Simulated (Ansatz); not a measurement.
# (NaCl)2(LiBr)2 [001] superlattice, started as rocksalt type: phonons and vibrational spectra, part 2 of 3

Wanted: phonon frequencies of (NaCl)2(LiBr)2 [001] superlattice, started as rocksalt type and what follows from them.

Ansatz 0.2.0; DFT PBEsol, scalar-relativistic, plane waves, PAW.

So far: Starting point; Relaxation. The relaxed cell has a = 3.901, c = 11.004 Å (conventional setting).

The structure was built from a prototype and need not be the compound's stable phase.

## 3. Tight relaxation

Phonons need a cell at rest on their own settings, so the relaxation is repeated with tight tolerances on forces and stress, using the mesh and the filling of the phonon run that follows.

File input.yaml:

```yaml
crystal:
  lattice:
    - [2.7586688248, 2.7586688248, 0.0]
    - [-2.7586688248, 2.7586688248, 0.0]
    - [0.0, 0.0, 11.0044846447]
  atoms:
    - { symbol: Br, position: [0.5, 0.5, 0.506962979] }
    - { symbol: Br, position: [0.0, 0.0, 0.743037021] }
    - { symbol: Cl, position: [0.5, 0.5, -0.007393188] }
    - { symbol: Cl, position: [0.0, 0.0, 0.257393188] }
    - { symbol: Li, position: [0.0, 0.0, 0.4974053364] }
    - { symbol: Li, position: [0.5, 0.5, 0.7525946636] }
    - { symbol: Na, position: [0.0, 0.0, 0.0024659053] }
    - { symbol: Na, position: [0.5, 0.5, 0.2475340947] }
kpoints:
  mp_grid: { grid: [8, 8, 2] }
hamiltonian:
  xc: pbesol
scf:
  occupations: { method: fixed }
output:
  forces: true
  stress: true
  eigenvalues: true
  write_density: true
  write_potential: true
  elf: true
  volumetric_format: npy
relax:
  adjacent_minimum: "off"
  f_tol: 0.001
  max_steps: 60
  cell: { stress_tol: 0.01 }
```

The run is started by

```console
> ansatz run input.yaml --threads 4 --pin off --max-ram 14336MiB --backend cpu --events-out ev --progress --plain --runs-dir out
```

Numbers of over 12 decimals in the logs are rounded to 6 here.

The log of the run:

```text
[...]
Crystal: 8 atoms, lattice volume = 167.494 Å³
Basis set: ecut = 420 eV, 3325 PW (Γ), exchange–correlation on 54×54×150 points (8 copies of the dense FFT grid, shifted against one another)
Bands: 34, of which v1, the nominal top of the filled ones, is band 26 counted from 1 (25 counted from 0)
Symmetry: 16 space group operations
[...]
k-points: 30 of 128
[...]
- [2.758697, 2.758697, 0.0]
    - [-2.758697, 2.758697, 0.0]
    - [0.0, 0.0, 11.003535]
  atoms:
    - { symbol: Br, position: [0.5, 0.5, 0.506954] }
    - { symbol: Br, position: [0, 0, 0.743046] }
    - { symbol: Cl, position: [0.5, 0.5, -0.0074519] }
    - { symbol: Cl, position: [0, 0, 0.257452] }
    - { symbol: Li, position: [0, 0, 0.497370] }
    - { symbol: Li, position: [0.5, 0.5, 0.752630] }
    - { symbol: Na, position: [0, 0, 0.00242019] }
    - { symbol: Na, position: [0.5, 0.5, 0.247580] }
[key lines of the parts left out:]
SCF converged after 9 iterations
Free energy (F): -10965.678937 eV
Fermi energy:    2.075130 eV
P = ⅓ Tr σ = 0.0012 GPa (0.012 kbar)
```

It took 6.5 s on 4 threads of AMD EPYC 9R14 (Zen 4), shared host; peak memory 0.63 GiB.

Little changed from the start: no atom moved by 0.005 Å and no cell edge by 0.1 %.

This step gave:

| Item | Value |
| --- | --- |
| pressure | 0.001235 GPa |
| gap on the k-mesh | 4.587 eV |
| direct gap on mesh | 4.619 eV |

ELF in the ac plane at fractional y = 0.000, with atoms of Br and Cl and Li and Na within 0.2 Å of it. It is the smooth field of the valence electrons, not physical close to the nuclei.

Ten even steps from '0' (0.12 × 1e-1) to '9' (9.70 × 1e-1), each cell a mean:
```
45410000000255
22000000000012
22110000000122
88764100024688
78887410157887
02788510268851
02788510268851
78886300147888
88752000013678
33210000000123
31000000000002
99200000000049
97100000000038
10000000000000
54310000000244
88763100024788
78887300147888
36887410168885
67887410158887
88875200036788
55431000002345
00000000000000
55300000000145
24520000000364
```
Columns run along a (3.9 Å), rows up along c (11.0 Å). Atoms in or near the plane, at fractional coordinates: Br at (0.00, 0.74), Cl at (0.00, 0.26), Li at (0.00, 0.50), Na at (0.00, 0.00).

Electrostatic potential energy in the ac plane at fractional y = 0.000, with atoms of Br and Cl and Li and Na within 0.2 Å of it. With pseudopotentials it is smooth inside the atoms' cores, unlike the true potential.

Values in eV, 24 rows by 14 columns, each cell a mean:
```
-48 -36 -11   1   5   6   7   7   7   6   4  -1 -18 -41
 -5  -2   2   4   6   7   8   8   8   7   6   4   1  -3
  4   5   6   7   7   8   8   8   8   8   7   6   5   5
  0   2   4   6   7   8   8   8   8   8   7   6   4   1
-39 -32 -12   1   6   8   8   8   8   7   5  -1 -19 -35
-60 -59 -44 -11   3   7   8   8   8   6   2 -19 -53 -60
-60 -59 -42  -9   4   7   8   8   8   6   2 -18 -51 -59
-35 -27  -9   2   6   8   8   8   8   7   5   0 -15 -30
  2   3   5   7   8   8   8   8   8   8   8   6   4   3
  4   4   5   7   7   8   8   8   8   8   7   6   5   4
-10  -6   1   4   6   8   8   8   8   7   6   4  -1  -7
-32 -24  -9   2   5   7   8   8   8   7   5   0 -14 -27
-27 -20  -6   2   5   7   8   8   8   7   5   1 -11 -22
 -3  -1   3   5   7   8   8   8   8   7   6   4   2  -2
  5   5   6   7   8   8   8   8   8   8   7   7   6   5
 -3  -1   4   6   8   8   8   8   8   8   7   6   2  -1
-38 -31 -14   1   6   8   8   8   8   7   5  -2 -20 -34
-53 -48 -31  -6   5   7   7   7   7   7   3 -12 -38 -50
-43 -37 -19  -1   6   7   7   7   7   7   5  -5 -26 -40
 -9  -5   2   6   7   8   8   8   8   7   7   5   0  -7
  5   5   6   7   7   8   8   8   8   7   7   7   6   5
  2   2   4   5   6   7   7   8   7   7   6   5   3   2
-27 -18  -4   2   5   7   7   7   7   6   4   1  -8 -21
-59 -52 -19  -1   4   6   7   7   7   6   3  -4 -31 -55
```
Columns run along a (3.9 Å; values clipped at the 3rd and 97th percentile), rows up along c (11.0 Å). Atoms in or near the plane, at fractional coordinates: Br at (0.00, 0.74), Cl at (0.00, 0.26), Li at (0.00, 0.50), Na at (0.00, 0.00).

Valence density in the ac plane at fractional y = 0.000, with atoms of Br and Cl and Li and Na within 0.2 Å of it. It is the smooth field of the valence electrons, not physical close to the nuclei.

Ten steps, logarithmic in the rise over the least value, from '0' (0 e/Å³) to '9' (17 e/Å³), each cell a mean:
```
87410000000158
32100000000012
10000000000000
22110000000122
44321000011334
23432100012343
23432100012343
44321000001234
22110000000122
00000000000000
32000000000002
76200000000036
75100000000036
10000000000001
11000000000001
33210000001123
44431000002344
14532000012454
45431000012344
33211000001233
11100000000011
11000000000001
65200000000136
98510000000279
```
Columns run along a (3.9 Å), rows up along c (11.0 Å). Atoms in or near the plane, at fractional coordinates: Br at (0.00, 0.74), Cl at (0.00, 0.26), Li at (0.00, 0.50), Na at (0.00, 0.00).

The largest force component left is 0.37 meV/Å and the pressure is 0.001 GPa, within the tolerances set. The cell now holds 20.94 Å³/atom.

## 4. Zone-centre response

The zone centre is the only wavevector solved here; it holds the modes that light can see, as far as symmetry allows. The response to a homogeneous field gives the Born charges and the dielectric tensor, and its change with displacement the Raman tensors.

File input.yaml:

```yaml
crystal:
  lattice:
    - [2.7586972944, 2.7586972944, 0.0]
    - [-2.7586972944, 2.7586972944, 0.0]
    - [0.0, 0.0, 11.0035352386]
  atoms:
    - { symbol: Br, position: [0.5, 0.5, 0.5069543901] }
    - { symbol: Br, position: [0.0, 0.0, 0.7430456099] }
    - { symbol: Cl, position: [0.5, 0.5, -0.0074519042] }
    - { symbol: Cl, position: [0.0, 0.0, 0.2574519042] }
    - { symbol: Li, position: [0.0, 0.0, 0.497370208] }
    - { symbol: Li, position: [0.5, 0.5, 0.752629792] }
    - { symbol: Na, position: [0.0, 0.0, 0.0024201923] }
    - { symbol: Na, position: [0.5, 0.5, 0.2475798077] }
kpoints:
  mp_grid: { grid: [8, 8, 2] }
hamiltonian:
  xc: pbesol
scf:
  occupations: { method: fixed }
output:
  eigenvalues: true
phonons:
  method: dfpt
  dielectric: true
  rigid_motions: translations
  raman: true
```

The log of the run:

```text
[...]
Crystal: 8 atoms, lattice volume = 167.483 Å³
Basis set: ecut = 420 eV, 3325 PW (Γ), exchange–correlation on 60×60×160 points (8 copies of the dense FFT grid, shifted against one another)
Bands: 34, of which v1, the nominal top of the filled ones, is band 26 counted from 1 (25 counted from 0)
Symmetry: 16 space group operations
k-points: 42 of 128 (irreducible under 2 space group operations, time reversal used)
[...]
SCF iter   1: F=—  HF=-10965.689747 eV  |F-HF|=—  |Δ(HF+E_count)|=         —  Δρ=3.36e-3  dr2=3.04e-2  ethr=1.77e-3  ⟨swp⟩=5.5  Hψ=5476  notcnv=0  defer=221
[...]
SCF iter   8: F=-10965.678936 eV  HF=-10965.678936 eV  |F-HF|=2.91e-11  |Δ(HF+E_count)|=  3.93e-10  Δρ=2.04e-7  dr2=6.97e-11  ethr=1.00e-12  ⟨swp⟩=16.1  Hψ=10748  notcnv=0
SCF 1 converged in 8 iterations: F = -10965.678936 eV  dr2 = 6.97e-11
[...]
DFPT response loops at Γ: preconditioner auto → Resta (q_TF=auto, 2.245 Å⁻¹)  ε∞=3.6 (no band partly filled); β = 1.00, the filter's whole step (`scf.mixing.beta` (0.50) is not read by the response loops at its default; to damp them type it under 1.00, their step now; it binds the ground state too); Broyden in place of MSR1
── the response to a field inside a basis, on 8×8×4 k-points: an SCF that follows is theirs, and a resumed run solves both again ──
Bands: 27, of which v1, the nominal top of the filled ones, is band 26 counted from 1 (25 counted from 0)
k-points: 20 of 256
[...]
Eigensolver: Dense (20 Hₖ)
SCF iter   1: F=—  HF=-10965.638705 eV  |F-HF|=—  |Δ(HF+E_count)|=         —  Δρ=1.84e-4  dr2=1.27e-5  ethr=1.00e-1
[...]
SCF iter   5: F=-10965.638728 eV  HF=-10965.638728 eV  |F-HF|=8.00e-11  |Δ(HF+E_count)|=   4.97e-9  Δρ=2.13e-7  dr2=6.31e-11  ethr=6.78e-12
SCF 1 converged in 5 iterations: F = -10965.638728 eV  dr2 = 6.31e-11
[...]
SCF converged after 8 iterations
Free energy (F): -10965.678936 eV
[...]
Internal energy: -10965.678936 eV  (E = F + TS)
E sigma→0 (E₀):  -10965.678936 eV
Fermi energy:    2.075131 eV
[...]
--- Band table (eV; the first three rows and the last of 42) ---
  k-point 0: bands = [... 22 lower, 1.3660, 1.8483, 2.0431, 2.0431, 6.6621, 8.5663, 8.9109, 8.9805, ... 4 higher]
  k-point 1: bands = [... 22 lower, 1.4285, 1.5624, 2.0232, 2.0232, 7.2176, 7.6533, 8.8382, 9.0695, ... 4 higher]
  k-point 2: bands = [... 22 lower, 1.4169, 1.7699, 1.8576, 2.0555, 7.0431, 8.7693, 8.9290, 8.9886, ... 4 higher]
  k-point 41: bands = [... 22 lower, 0.7944, 0.7944, 1.1151, 1.1151, 9.0740, 9.0740, 9.2817, 9.2817, ... 4 higher]
--- Phonons (Γ-DFPT): 8 representative perturbations + reference, on 42 of 128 k-points (Σ response iterations 27) ---
  k mesh reduced under 2 symmetry operations, with k and −k counted as one. Each operation leaves every solved perturbation unchanged. A smaller set is not considered because the run solves the response to a homogeneous field
  ASR residual: 5.478e-4 → 0.000e0 eV/Å²; symmetrization residual: 1.048e-6 eV/Å²
  ASR residual per site (eV/Å²): 2.79e-4 2.79e-4 3.37e-4 3.37e-4 5.48e-4 5.48e-4 2.88e-4 2.88e-4
  Γ frequencies (cm⁻¹): 0.00 0.00 0.00 56.14 56.14 61.02 61.02 78.14 78.14 103.87 107.99 144.18 150.37 150.37 153.10 153.10 161.57 181.94 188.98 188.98 192.78 192.78 238.49 244.10
  ε∞ (high-frequency dielectric tensor):
        3.038588    -0.000000     0.000000
       -0.000000     3.038588     0.000000
        0.000000     0.000000     2.977847
  ε⁰ (static dielectric tensor: ions relaxed, cell fixed):
       11.455112     0.000000    -0.000000
        0.000000    11.455112     0.000000
       -0.000000     0.000000    10.322715
  ε⁰ − ε∞ (ionic part):
        8.416524     0.000000    -0.000000
        0.000000     8.416524     0.000000
       -0.000000     0.000000     7.344868
  softest optical mode at Γ: 56.14 cm⁻¹; the repairs (sum rule, projections) moved no ω² at Γ by more than (4.74 cm⁻¹)²
  Born effective charges Z* (e; rows j = field, columns β = displacement):
    site 0:
        -1.22106    0.00000   -0.00000
        -0.00000   -1.22106    0.00000
        -0.00000   -0.00000   -0.99662
    site 1:
        -1.22106   -0.00000    0.00000
        -0.00000   -1.22106    0.00000
         0.00000   -0.00000   -0.99662
    site 2:
        -1.08923    0.00000    0.00000
         0.00000   -1.08923   -0.00000
        -0.00000   -0.00000   -1.29768
    site 3:
        -1.08923    0.00000    0.00000
        -0.00000   -1.08923    0.00000
        -0.00000   -0.00000   -1.29768
    site 4:
         1.23994   -0.00000    0.00000
         0.00000    1.23994    0.00000
         0.00000    0.00000    1.10957
    site 5:
         1.23994   -0.00000    0.00000
         0.00000    1.23994    0.00000
        -0.00000   -0.00000    1.10957
    site 6:
         1.07035   -0.00000   -0.00000
         0.00000    1.07035    0.00000
         0.00000   -0.00000    1.18473
    site 7:
         1.07035   -0.00000    0.00000
         0.00000    1.07035   -0.00000
        -0.00000   -0.00000    1.18473
  Z* charge neutrality: 1.152e-2 e pre-enforcement
  solved inside a basis spanned on kpoints, on 8×8×4 k-points: ε∞ is read to err by 9.1e-3, Z* by 1.2e-2 e (field_mesh: kpoints solves on kpoints); Z* is corrected for what the basis lacks
  Raman tensors (in the event stream and the table raman_tensors.tsv): an entry may err by 6.4e-2 Å², one of the second-order susceptibility by 2.1e-19 pm/V (basis, points and sum rule); their sum over the sites missed zero by 1.370e-16 Å² ahead of its enforcement
  optical modes at Γ without the LO–TO term, one row a degenerate level:
      ω (cm⁻¹)  modes    IR ((D/Å)²/amu)  static Raman (Å⁴/amu)  depolarisation
         56.14      2             0.4801                 0.0000               —
         61.02      2             0.0000                 0.0923           0.750
         78.14      2             0.0000                 0.0057           0.750
        103.87      1             0.0000                 0.1707           0.420
        107.99      1             1.9779                 0.0000               —
        144.18      1             0.0000                 0.0257           0.329
        150.37      2            21.3842                 0.0000               —
        153.10      2             0.0000                 0.0018           0.750
        161.57      1             9.7235                 0.0000               —
        181.94      1             0.0000                 0.0619           0.004
        188.98      2             7.9889                 0.0000               —
        192.78      2             0.0000                 0.0182           0.750
        238.49      1             0.0000                 4.8195           0.007
        244.10      1             2.0665                 0.0000               —
  optical modes at Γ + LO–TO along q̂ = [1.0000, 0.0000, 0.0000]:
      ω (cm⁻¹)  modes    IR ((D/Å)²/amu)  static Raman (Å⁴/amu)  depolarisation
         56.14      1             0.2401                 0.0000               —
         58.42      1             0.0160                 0.0000               —
         61.02      2             0.0000                 0.0923           0.750
         78.14      2             0.0000                 0.0057           0.750
        103.87      1             0.0000                 0.1707           0.420
        107.99      1             1.9779                 0.0000               —
        144.18      1             0.0000                 0.0257           0.329
        150.37      1            10.6921                 0.0000               —
        153.10      2             0.0000                 0.0018           0.750
        161.57      1             9.7235                 0.0000               —
        177.67      1             0.1556                 0.0000               —
        181.94      1             0.0000                 0.0619           0.004
        188.98      1             3.9944                 0.0000               —
        192.78      2             0.0000                 0.0182           0.750
        238.49      1             0.0000                 4.8195           0.007
        244.10      1             2.0665                 0.0000               —
        298.42      1            14.7550                 0.0000               —
  optical modes at Γ + LO–TO along q̂ = [0.0000, 1.0000, 0.0000]:
      ω (cm⁻¹)  modes    IR ((D/Å)²/amu)  static Raman (Å⁴/amu)  depolarisation
         56.14      1             0.2401                 0.0000               —
         58.42      1             0.0160                 0.0000               —
         61.02      2             0.0000                 0.0923           0.750
         78.14      2             0.0000                 0.0057           0.750
        103.87      1             0.0000                 0.1707           0.420
        107.99      1             1.9779                 0.0000               —
        144.18      1             0.0000                 0.0257           0.329
        150.37      1            10.6921                 0.0000               —
        153.10      2             0.0000                 0.0018           0.750
        161.57      1             9.7235                 0.0000               —
        177.67      1             0.1556                 0.0000               —
        181.94      1             0.0000                 0.0619           0.004
        188.98      1             3.9944                 0.0000               —
        192.78      2             0.0000                 0.0182           0.750
        238.49      1             0.0000                 4.8195           0.007
        244.10      1             2.0665                 0.0000               —
        298.42      1            14.7550                 0.0000               —
  optical modes at Γ + LO–TO along q̂ = [0.0000, 0.0000, 1.0000]:
      ω (cm⁻¹)  modes    IR ((D/Å)²/amu)  static Raman (Å⁴/amu)  depolarisation
         56.14      2             0.4801                 0.0000               —
         61.02      2             0.0000                 0.0923           0.750
         78.14      2             0.0000                 0.0057           0.750
        103.87      1             0.0000                 0.1707           0.420
        116.36      1             0.0878                 0.0000               —
        144.18      1             0.0000                 0.0257           0.329
        150.37      2            21.3842                 0.0000               —
        153.10      2             0.0000                 0.0018           0.750
        181.94      1             0.0000                 0.0619           0.004
        188.98      2             7.9889                 0.0000               —
        192.78      2             0.0000                 0.0182           0.750
        224.10      1             1.3141                 0.0000               —
        238.49      1             0.0000                 4.8195           0.007
        304.09      1            12.3659                 0.0000               —
```

Elapsed: 2.3 min, on 4 threads; peak memory 2.2 GiB; 8.7 min of CPU time.

This step gave:

* sum-rule residual before enforcement: 5.48e-4 eV/Å²
* miss of the charge sum rule: 0.01152 e
* estimated error of the dielectric tensor: 0.009083
* estimated error of the Born charges: 0.01156 e
* point group: 4/mmm
* highest optical mode at the zone centre (no LO-TO term): 244.1 cm⁻¹
* lowest optical zone-centre mode: 56.14 cm⁻¹
* mean high-frequency dielectric constant: 3.018
* largest Born charge (third of the trace): 1.196 e
* mean static dielectric constant: 11.08
* top of the zone-centre spectrum with the field: 304.1 cm⁻¹

[end of part 2 of 3]

[Logs are printed without paths, hosts, clocks, repeated set-up lines and the standing remarks that a program may print on its own settings, such as how far it seeks lower states.]

[Hosts, paths, dates, database ids (printed as entryN), source tags and the programs' standing remarks are cut or masked in the printed files.]
